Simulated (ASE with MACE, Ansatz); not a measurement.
# Boundary energy of Σ17 (530)[001] symmetric tilt boundary in W (76 atoms)

What is the boundary energy of this cell, counted against the bulk crystal, and how far does it hang on functional and mesh?

Calculated with Ansatz 0.2.0: Kohn-Sham DFT, PBE, PAW (set soft_2), plane waves; cutoff 420 eV, fermi-dirac smearing of 0.1 eV. Cutoffs: 420 eV for PBE and PBEsol; 500 eV for r2SCAN.

**The cells**

The cell holds 76 atoms: 76 W. Cell: a = 6.370 Å, b = 9.421 Å, c = 21.848 Å, α = 90.0°, β = 90.0°, γ = 99.7°. It derives from W. The starting structure: Two grains of W, one the mirror image of the other in the boundary plane, two boundaries a cell; of 6 trial joints (lateral shifts, openings, close atoms taken out) the lowest after a short relaxation with the MACE-MP-0b2 potential was kept (shift [0.0, 0.5] of the surface cell, opening 0.97 Å, one of each pair under 1.93 Å removed), then its atoms and the cell's length along the normal were relaxed with that potential. Lattice constants are starting values near those of PBE.

The bulk reference is W2 in a cell of 2 atoms, 16.155 Å³ an atom.

The input of the single point on the relaxed cell:

```yaml
crystal:
  lattice:
    - [6.37, 0.0, 0.0]
    - [-1.5925, 9.28579, 0.0]
    - [0.0, 0.0, 21.84785]
  atoms:
    - { symbol: W, position: [0.242, 0.78113, 0.00373] }
    - { symbol: W, position: [0.41516, 0.5392, 0.01679] }
    - { symbol: W, position: [0.05084, 0.29356, 0.05341] }
    - { symbol: W, position: [0.25117, 0.05745, 0.0713] }
    [... 70 atom lines left out ...]
    - { symbol: W, position: [0.90837, 0.25492, 0.51679] }
    - { symbol: W, position: [0.58152, 0.01299, 0.50373] }
kpoints:
  mp_grid: { grid: [6, 4, 2] }
hamiltonian:
  xc: pbe
scf:
  occupations: { method: fermi_dirac, width: 0.1 }
output:
  forces: true
  stress: true
  populations: true
  dos:
    method: { smearing: { sigma: 0.08 } }
    de: 0.1
    projected:
      site_lists:
        W: [W]
        lower_grain: [... 38 sites ...]
        upper_grain: [... 38 sites ...]
  eigenvalues: true
  write_density: true
  write_potential: true
  volumetric_format: npy
```

| cell | formula | k-mesh | relaxation steps | gain on relaxing (eV) | free energy, PBE (eV) | time of its runs on this page |
| --- | --- | --- | --- | --- | --- | --- |
| Sigma17 (530)[001] symmetric tilt boundary in W | W76 | 6×4×2 (relaxed on 4×3×1) | 6 | 7.39 | -789227.687 | 72 s |
| bulk W | W2 | 17×17×17 | - | - | -20769.662 | 9.2 s |

**Boundary energy**

The excess is the cell's free energy less 38 times that of the bulk cell. It is divided by twice the area, as the cell holds two boundaries, so the value is their mean, and they need not be alike (59.15 Å²), with 1 eV/Å² = 16.022 J/m².

| level | k-mesh | excess (eV) | boundary energy (J/m²) | per area (meV/Å²) |
| --- | --- | --- | --- | --- |
| PBE | 6×4×2 | 19.462 | 2.636 | 164.5 |
| PBE, denser mesh | 7×5×2 | 19.453 | 2.635 | 164.4 |
| r2SCAN | 6×4×2 | 22.178 | 3.004 | 187.5 |
| PBEsol | 6×4×2 | 21.888 | 2.964 | 185.0 |

Worked for the first row at PBE: (-789227.687) − 38 × (-20769.662) = 19.462 eV (from unrounded energies).

Then 19.462 / (2 × 59.15) × 16.022 = 2.636 J/m².

**Findings**

At PBE the boundary energy is 2.64 J/m². At the same geometries the levels give 2.64 (PBE) to 3.00 J/m² (r2SCAN) and the denser mesh leaves it within 0.01 J/m². Relaxing the atoms lowered it by 1.002 J/m² from the start (on the 4×3×1 mesh of the relaxation), and the farthest atom moved 0.44 Å.

Limits: The cell edges were held, so the lattice is the typed one for every functional, and the length along the normal is the one that the machine-learned potential gave. Cell and bulk are sampled on unlike meshes, and the error grows with the number of atoms subtracted. These are free energies under a smearing of 0.1 eV, whose entropy term isn't removed. The joint was picked among a few trials by a machine-learned potential, and a lower one may exist. Spin–orbit coupling is left out, which matters for the levels of the heavy elements. In some runs the program notes that positions were snapped to a detected symmetry.

[Logs are printed without paths, hosts, clocks, repeated set-up lines and the standing remarks that a program may print on its own settings, such as how far it seeks lower states.]

[Hosts, paths, dates, database ids (printed as entryN), source tags and the programs' standing remarks are cut or masked in the printed files.]
